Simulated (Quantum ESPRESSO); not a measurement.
# RbMnF3: energy over the lowest, ferro + against volume, fitted and tested on a withheld row

System: RbMnF3, 1 Rb, 1 Mn and 3 F in the cell, space group Pm-3m. From the study “RbMnF3: orders under volume”.

Method: LDA with U = 4 eV on Mn d; plane waves with GBRV 1.5 LDA potentials (Quantum ESPRESSO 7.5). Settings shared by all rows: cutoff 544.23 eV, fermi-dirac occupations, smearing width 0.1 eV.

Computed values, one withheld:

```
volume (factor)  energy over the lowest, ferro + (meV an atom)
            0.8                                          133.5
           0.86                                              ?
           0.92                                            7.6
           0.96                                            2.8
              1                                           10.4
           1.05                                           33.0
            1.1                                           66.8
           1.16                                          118.0
```

Choose a law, fit it, and give the withheld energy over the lowest, ferro + (volume = 0.86 factor).

**Law.** Energy against volume follows the Birch–Murnaghan form, which is a polynomial in the Eulerian strain: third order, a cubic in t = (V/1)^(−2/3) − 1. In symbols, E = c0 + c1 t + c2 t² + c3 t³, with energy over the lowest, ferro + in meV an atom.

**Fit.** Least squares on 7 rows gives c0 = 10.355, c1 = -476.057, c2 = 7326.51 and c3 = 2668.83.

```
volume (factor)          t  computed     fit  computed − fit
            0.8     0.1604     133.5  133.50            0.00
           0.92   0.057162       7.6    7.58            0.02
           0.96   0.027588       2.8    2.85           -0.05
              1          0      10.4   10.36            0.04
           1.05  -0.032003      33.0   33.01           -0.01
            1.1  -0.061564      66.8   66.81           -0.01
           1.16  -0.094209     118.0  118.00            0.00
```

The slope vanishes at t = 0.03193, so the minimum lies at V = 1 × (1 + t)^(−3/2) = 0.9539. That is the minimum of this magnetic state alone.

**Prediction.** At volume = 0.86 factor, t = 0.10578, so the law predicts 45.13 meV an atom. The computed value is 45.2 meV an atom, within one unit of its last digit of the prediction. The row lies between fitted rows, so this is an interpolation. The miss is of the size of the rounding of the printed values.

[Logs and program files are shortened in this print: banners, set-up blocks, solver, clock and traceback lines can be left out without a mark of their own.]

[Logs are printed without paths, hosts, clocks, repeated set-up lines and the standing remarks that a program may print on its own settings, such as how far it seeks lower states.]

[Hosts, paths, dates, database ids (printed as entryN), source tags and the programs' standing remarks are cut or masked in the printed files.]

[Where a cell is said to come from a database of computed structures, the database is the Materials Project.]
